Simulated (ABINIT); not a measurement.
# BeSe: optical spectrum from first principles

Wanted: where BeSe starts to absorb, how strongly, and its refractive index. The cell comes from an older database entry, whose edges can differ from later determinations, mostly by under a per cent.

Calculated with ABINIT 10.8.3; DFT, PBE, plane waves with norm-conserving potentials (PseudoDojo), scalar-relativistic, independent-particle linear optical response without local fields.

The database entry behind the starting cell differs from later determinations by our own check (about 1.3 % short), so it need not match the best structure at ambient conditions.

### 1. The structure

The structure is cubic, space group F-43m (No. 216). Conventional cell: a = 5.070 Å, b = 5.070 Å, c = 5.070 Å, α = 90.00°, β = 90.00°, γ = 90.00°. Nearest to Se lie 4 Be at 2.20 Å. Nearest to Be lie 4 Se at 2.20 Å. Farther neighbours and most contacts between anions are not listed.

### 2. Ground state, bands and velocity matrix elements

The self-consistent density comes first; it also tells whether there is a gap, which decides the occupations and the need for a Drude term.

This step: DFT, PBE, plane waves with norm-conserving potentials (PseudoDojo), scalar-relativistic, ground state, bands at fixed density and velocity matrix elements (ABINIT 10.8.3).

run.abi

```
# ground state, bands on a dense mesh, and the derivatives d/dk of the wave functions
ndtset 3

ngkpt1 8 8 8
shiftk1 0.0 0.0 0.0
tolvrs1 1.0d-12
nband1 14
prtden1 1

iscf2 -2
getden2 1
ngkpt2 12 12 12
shiftk2 0.0 0.0 0.0
kptopt2 1
nband2 29
nbdbuf2 4
tolwfr2 1.0d-14

optdriver3 8
wfk_task3 "wfk_ddk"
prtevk3 1
getwfk3 2
getden3 1
iscf3 -2
ngkpt3 12 12 12
shiftk3 0.0 0.0 0.0
kptopt3 1
nband3 29

nshiftk 1
occopt 3
tsmear 0.001837
ecut 45.0
nstep 80
iomode 3
chksymbreak 0
chkprim 0
chksymtnons 0
acell 3*1.0 Angstrom
rprim
  0.000000000000 2.535000000000 2.535000000000
  2.535000000000 0.000000000000 2.535000000000
  2.535000000000 2.535000000000 0.000000000000
natom 2
ntypat 2
znucl 34 4
typat 1 2
xred
  0.750000000000 0.750000000000 0.750000000000
  0.000000000000 0.000000000000 0.000000000000
pseudos "Se.upf, Be.upf"
```

Started as:

```bash
$ mpirun -n 4 abinit run.abi
```

Numbers of over 12 decimals in the logs are rounded to 6 here.

What it wrote:

```text
DATASET    1 : space group F-4 3 m (#216); Bravais cF (face-center cubic)
 DATASET    2 : space group F-4 3 m (#216); Bravais cF (face-center cubic)
 DATASET    3 : space group F-4 3 m (#216); Bravais cF (face-center cubic)
            ngfft          45      45      45
                         0.04688    0.04688    0.04688    0.04688    0.04688    0.02344
                         0.01172    0.04688    0.04688    0.04688    0.02344    0.01172
                         0.04688    0.02344    0.00586    0.04688    0.09375    0.04688
                         0.04688    0.09375    0.04688    0.02344    0.01172
                         0.00231    0.00347    0.01389    0.01389    0.01389    0.01389
                         0.01389    0.01389    0.01389    0.01389    0.01389    0.00694
                         0.00347    0.01389    0.01389    0.01389    0.01389    0.01389
                         0.01389    0.01389    0.00694    0.00347    0.01389    0.01389
                         0.01389    0.01389    0.01389    0.00694    0.00347    0.01389
                         0.01389    0.01389    0.00694    0.00347    0.01389    0.00694
                         0.00174    0.01389    0.02778    0.02778    0.02778    0.01389
                         0.00231    0.00347    0.01389    0.01389    0.01389    0.01389
                         0.01389    0.01389    0.01389    0.01389    0.01389    0.00694
                         0.00347    0.01389    0.01389    0.01389    0.01389    0.01389
                         0.01389    0.01389    0.00694    0.00347    0.01389    0.01389
                         0.01389    0.01389    0.01389    0.00694    0.00347    0.01389
                         0.01389    0.01389    0.00694    0.00347    0.01389    0.00694
[...]
== DATASET  1 ==================================================================
 Real(R)+Recip(G) space primitive vectors, cartesian coordinates (Bohr,Bohr^-1):
 R(1)=  0.0000000  4.7904557  4.7904557  G(1)= -0.1043742  0.1043742  0.1043742
 R(2)=  4.7904557  0.0000000  4.7904557  G(2)=  0.1043742 -0.1043742  0.1043742
 R(3)=  4.7904557  4.7904557  0.0000000  G(3)=  0.1043742  0.1043742 -0.1043742
 Unit cell volume ucvol=  2.1986722E+02 bohr^3
 Angles (23,13,12)=  6.00000000E+01  6.00000000E+01  6.00000000E+01 degrees
 getcut: wavevector=  0.0000  0.0000  0.0000  ngfft=  45  45  45
     iter   Etot(hartree)      deltaE(h)  residm     vres2
 ETOT  1  -134.94803841187    -1.349E+02 1.857E+00 2.533E+01
 ETOT  2  -135.24778530640    -2.997E-01 1.778E-02 9.163E+00
 ETOT  3  -135.24851009917    -7.248E-04 8.028E-02 2.106E-01
 ETOT  4  -135.24852100268    -1.090E-05 3.181E-03 2.123E-02
 ETOT  5  -135.24852283701    -1.834E-06 1.627E-03 7.576E-05
 ETOT  6  -135.24852283917    -2.163E-09 1.831E-04 7.385E-06
 ETOT  7  -135.24852283949    -3.220E-10 2.300E-04 7.512E-07
 ETOT  8  -135.24852283952    -2.129E-11 2.415E-05 9.782E-09
 ETOT  9  -135.24852283951     5.400E-13 2.562E-05 4.694E-11
 ETOT 10  -135.24852283952    -9.379E-13 2.158E-06 2.845E-13
 At SCF step   10       vres2   =  2.84E-13 < tolvrs=  1.00E-12 =>converged.
 Cartesian components of stress tensor (hartree/bohr^3)
  sigma(1 1)= -1.87708286E-04  sigma(3 2)=  0.00000000E+00
  sigma(2 2)= -1.87708286E-04  sigma(3 1)=  0.00000000E+00
  sigma(3 3)= -1.87708286E-04  sigma(2 1)=  0.00000000E+00
 Mean square residual over all n,k,spin=   60.191E-10; max=  21.582E-07
 Fermi (or HOMO) energy (hartree) =   0.19761   Average Vxc (hartree)=  -0.37764
 Eigenvalues (hartree) for nkpt=  29  k points:
 kpt#   1, nband= 14, wtk=  0.00195, kpt=  0.0000  0.0000  0.0000 (reduced coord)
  -3.50850   -1.57105   -1.57105   -1.57105   -1.57077   -1.57077   -0.36728    0.15048
[...]
2.00000    2.00000    2.00000    2.00000    2.00000    2.00000    2.00000    2.00000
[...]
kinetic             :  8.70953016983779E+01
hartree             :  3.81713584746665E+01
xc                  : -2.66866879245608E+01
Ewald energy        : -7.04385117318806E+01
psp_core            :  2.96825474169109E+00
local_psp           : -1.04455766544865E+02
non_local_psp       : -6.19024715529451E+01
internal            : -1.35248522839516E+02
'-kT*entropy'       : -9.61249664598936E-15
total_energy        : -1.35248522839516E+02
total_energy_eV     : -3.68029979418445E+03
 Cartesian components of stress tensor (hartree/bohr^3)
  sigma(1 1)= -1.87708286E-04  sigma(3 2)=  0.00000000E+00
  sigma(2 2)= -1.87708286E-04  sigma(3 1)=  0.00000000E+00
  sigma(3 3)= -1.87708286E-04  sigma(2 1)=  0.00000000E+00
-Cartesian components of stress tensor (GPa)         [Pressure=  5.5226E+00 GPa]
== DATASET  2 ==================================================================
 Real(R)+Recip(G) space primitive vectors, cartesian coordinates (Bohr,Bohr^-1):
 R(1)=  0.0000000  4.7904557  4.7904557  G(1)= -0.1043742  0.1043742  0.1043742
 R(2)=  4.7904557  0.0000000  4.7904557  G(2)=  0.1043742 -0.1043742  0.1043742
 R(3)=  4.7904557  4.7904557  0.0000000  G(3)=  0.1043742  0.1043742 -0.1043742
 Unit cell volume ucvol=  2.1986722E+02 bohr^3
 Angles (23,13,12)=  6.00000000E+01  6.00000000E+01  6.00000000E+01 degrees
 getcut: wavevector=  0.0000  0.0000  0.0000  ngfft=  45  45  45
 Mean square residual over all n,k,spin=   43.708E-16; max=  99.999E-16
 Eigenvalues (hartree) for nkpt=  72  k points:
 kpt#   1, nband= 29, wtk=  0.00058, kpt=  0.0000  0.0000  0.0000 (reduced coord)
  -3.50850   -1.57105   -1.57105   -1.57105   -1.57077   -1.57077   -0.36728    0.15048
   0.15048    0.15048    0.32310    0.33512    0.33512    0.33512    0.60332    0.61792
   0.61792    0.69316    0.69316    0.69316    0.85650    1.21085    1.21085    1.21085
   1.37490    1.37490    1.37490    1.43919    1.43928
== DATASET  3 ==================================================================
            ngfft          45      45      45
[...]
0.04688    0.09375    0.04688    0.02344    0.01172
[...]
0.00174    0.01389    0.02778    0.02778    0.02778    0.01389
                         0.00231    0.00347    0.01389    0.01389    0.01389    0.01389
                         0.01389    0.01389    0.01389    0.01389    0.01389    0.00694
                         0.00347    0.01389    0.01389    0.01389    0.01389    0.01389
                         0.01389    0.01389    0.00694    0.00347    0.01389    0.01389
                         0.01389    0.01389    0.01389    0.00694    0.00347    0.01389
                         0.01389    0.01389    0.00694    0.00347    0.01389    0.00694
                         0.00174    0.01389    0.02778    0.02778    0.02778    0.01389
[shortened to cell, iterations, levels, energies and stress; the echo of variables, forces, comments, warnings and credits are left out]
```

The job ended after 66 s (4 MPI ranks of Arm Neoverse V1, shared host; peak memory 0.12 GiB).

Read-outs, printed or worked out from the files:

```
total energy           : -135.2 Ha
gap on the k-mesh      : 2.536 eV
direct gap on the mesh : 4.697 eV
```

There is a gap, 2.54 eV on this mesh (points off the mesh can give less), so no carriers' term is needed.

### 3. Optical response

The spectrum is a sum over vertical transitions between filled and empty bands at the fixed density, so many empty bands are needed.

This step: DFT, PBE, plane waves with norm-conserving potentials (PseudoDojo), scalar-relativistic, independent-particle linear optical response without local fields (ABINIT 10.8.3).

optic.abi

```
&FILES
 ddkfile_1 = 'runo_DS3_1_EVK.nc',
 ddkfile_2 = 'runo_DS3_2_EVK.nc',
 ddkfile_3 = 'runo_DS3_3_EVK.nc',
 wfkfile = 'runo_DS2_WFK.nc'
/
&PARAMETERS
 broadening = 0.001837,
 domega = 0.0020212,
 maxomega = 0.80849,
 scissor = 0.0,
 tolerance = 0.002,
 nband_sum = 25
/
&COMPUTATIONS
 num_lin_comp = 1,
 lin_comp = 11,
 num_nonlin_comp = 0,
 num_linel_comp = 0,
 num_nonlin2_comp = 0
/
```

Started as:

```bash
$ optic optic.abi
```

What it wrote:

```text

 OPTIC has originally been developed by
 S. Sharma, J. K. Dewhurst and C. Ambrosch-Draxl, Phys. Rev. B 67, 165332 (2003), and
 S. Sharma and C. Ambrosch-Draxl, Physica Scripta T 109 (2004).

 rprimd(bohr)      =   0.00000   4.79046   4.79046
                       4.79046   0.00000   4.79046
                       4.79046   4.79046   0.00000
 natom             =       2
 nkpt,mband        =      72      29
 ecut              =  45.00000 Ha
 newocc: new Fermi energy is       0.196964 , with nelect=     20.000000, Number of bisection calls: 10
 Fermi level: 5.3597  (eV)

 fermie            =   0.19696 Ha   5.35967 eV
 Scissor shift     =   0.00000 Ha
 Tolerance on closeness to singularities     =   0.00200 Ha
 Smearing factor      =   0.00184 Ha
 Will use the antiresonant approximation (meaning that the antiresonant terms are neglected)
 Will not perform the bands decomposition
 linear coeffs to be calculated :
 11
 non-linear coeffs to be calculated :

 electronic part of electro-optic coeffs to be calculated :

 non-linear coeffs (V2) to be calculated :

 linear optic matrix elements will be printed :0
 optic : Call pmat2cart
 No scissor shift to be applied. Returning to main optic routine.
 optic : Call linopt
  linopt            1           1
 calculated the component:           1           1   of dielectric function
  with broadening:         (0.000000,1.83700000000000009E-003)
 and scissors shift:   0.000000
 energy window:   132.884280      eV   4.883407      Ha
 optic : Call nlinopt
 optic : Call linelop
 optic : Call nonlinopt

================================================================================

 Calculation completed.
-
program: optic
version: 10.8.3
start_datetime:
end_datetime:
overall_cpu_time:           0.2
overall_wall_time:           0.2
mpi_procs: 1
omp_threads: 1
...
```

The job ended after 0.62 s (1 thread; peak memory 0.05 GiB).

This step gave:

- electronic dielectric constant ε∞, mean over x, y and z (by symmetry where fewer were run): 6.437

The Im ε, E ∥ x has structure finer than the step of the table below, so its rows give means over 0.5 eV, whole bins alone (the curve runs from 0.0550 to 21.9 eV). Peaks (eV: height): 5.33: 14.3, 6.32: 27.5, 7.04: 19.5, 7.64: 11.8, 8.80: 7.50.

Sum at mesh points, not converged in k; values under the direct gap are tails of Lorentzian lines. Im ε, E ∥ x against photon energy; means over each step:

```
photon energy (eV)  Im ε, E ∥ x
               0.5      0.00615
               1.0       0.0128
               1.5       0.0205
               2.0       0.0303
               2.5       0.0435
               3.0       0.0632
               3.5       0.0961
               4.0        0.164
               4.5        0.512
               5.0         3.78
               5.5         11.2
               6.0         20.1
               6.5         17.7
               7.0         17.0
               7.5         9.61
               8.0         6.45
               8.5         5.78
               9.0         5.85
               9.5         3.93
              10.0         1.73
              10.5         1.60
              11.0         2.62
              11.5         2.03
              12.0         1.36
              12.5         1.17
              13.0         1.29
              13.5        0.923
              14.0        0.757
              14.5        0.899
              15.0        0.686
              15.5        0.460
              16.0        0.543
              16.5        0.606
              17.0        0.410
              17.5        0.467
              18.0        0.359
              18.5        0.351
              19.0        0.437
              19.5        0.290
              20.0        0.255
              20.5        0.249
              21.0        0.178
              21.5        0.165
```

The reflectivity at normal incidence, E ∥ x has structure finer than the step of the table below, so its rows give means over 0.5 eV, whole bins alone (the curve runs from 0.0550 to 21.9 eV). Peaks (eV: height): 6.38: 62.0, 7.26: 66.7, 8.08: 66.3, 9.79: 74.4, 11.93: 66.7, 12.26: 65.5, 15.23: 68.7.

Sum at mesh points, not converged in k. The reflectivity at normal incidence, E ∥ x by photon energy; means over each step:

photon energy (eV), reflectivity at normal incidence, E ∥ x (%) and a bar from the least value:
```
      0.5       19.0 
      1.0       19.2 
      1.5       19.7 
      2.0       20.3 #
      2.5       21.2 #
      3.0       22.5 ##
      3.5       24.3 ###
      4.0       26.8 #####
      4.5       31.0 #######
      5.0       37.1 ###########
      5.5       42.2 ##############
      6.0       49.3 ###################
      6.5       52.1 ####################
      7.0       54.0 #####################
      7.5       56.7 #######################
      8.0       59.2 #########################
      8.5       47.8 ##################
      9.0       52.5 #####################
      9.5       63.5 ###########################
     10.0       68.0 ##############################
     10.5       51.2 ####################
     11.0       44.0 ###############
     11.5       49.4 ###################
     12.0       59.1 #########################
     12.5       48.6 ##################
     13.0       48.0 ##################
     13.5       53.1 #####################
     14.0       48.9 ##################
     14.5       41.4 ##############
     15.0       54.5 ######################
     15.5       48.3 ##################
     16.0       39.5 #############
     16.5       35.8 ##########
     17.0       42.9 ###############
     17.5       34.6 ##########
     18.0       36.3 ###########
     18.5       28.4 ######
     19.0       24.3 ###
     19.5       35.8 ##########
     20.0       29.5 ######
     20.5       22.1 ##
     21.0       25.8 ####
     21.5       20.2 #
```

The loss function −Im 1/ε at q → 0, E ∥ x has structure finer than the step of the table below, so its rows give means over 1 eV, whole bins alone (the curve runs from 0.0550 to 21.9 eV). Peaks (eV: height): 17.2: 2.27, 18.6: 3.39, 19.7: 5.19, 20.2: 6.43, 21.0: 5.73, 21.6: 5.50.

Sum at mesh points, not converged in k; values under the direct gap are tails of Lorentzian lines. Table of loss function −Im 1/ε at q → 0, E ∥ x by energy loss; means over each step:

```
energy loss (eV)  loss function −Im 1/ε at q → 0, E ∥ x
               2                                 6.2e-4
               3                                0.00102
               4                                0.00171
               5                                 0.0141
               6                                 0.0362
               7                                 0.0628
               8                                  0.102
               9                                  0.121
              10                                  0.134
              11                                  0.291
              12                                  0.261
              13                                  0.379
              14                                  0.537
              15                                  0.611
              16                                   1.15
              17                                   1.46
              18                                   2.19
              19                                   2.43
              20                                   3.91
              21                                   4.19
```

At chosen wavelengths:

```
wavelength (nm)     n      k  R (%)     1/α
            800  2.60  0.004   19.7   16 µm
            633  2.64  0.006   20.3  9.1 µm
            450  2.75  0.009   21.8  3.8 µm
            405  2.82  0.012   22.7  2.8 µm
            365  2.91  0.015   23.8  1.9 µm
            308  3.15  0.026   26.9  940 nm
            193  2.46  3.321   57.1  4.6 nm
```

Below the direct gap, k and the depth come from the tails of the Lorentzian lines, not from transitions.

Rows near the edge hang on the gap, which this functional as a rule makes too small, and phonon-assisted absorption is left out.

### 4. Outcome

```json
{
 "electronic dielectric constant ε∞, mean over x, y and z (by symmetry where fewer were run) (independent particles)": "6.44"
}
```

In words: At this level (PBE, independent particles) BeSe has ε∞ = 6.44 and n = 2.55 at 1550 nm. On the mesh the gap is 2.54 eV and the least direct gap 4.70 eV, so on this mesh the band edges lie at different points. Excitons and phonon-assisted transitions are missing, and so are local fields; PBE gaps are as a rule too small, which pulls the onset down and ε∞ up. The sum runs over mesh points 0.18 Å⁻¹ apart with no interpolation, so peaks are partly noise of the mesh and static values carry its error. Besides steps told in other documents, this task had 1 run with a known fault of program or setting; those not told in a step above aren't shown.

[Logs are printed without paths, hosts, clocks, repeated set-up lines and the standing remarks that a program may print on its own settings, such as how far it seeks lower states.]

[Hosts, paths, dates, database ids (printed as entryN), source tags and the programs' standing remarks are cut or masked in the printed files.]
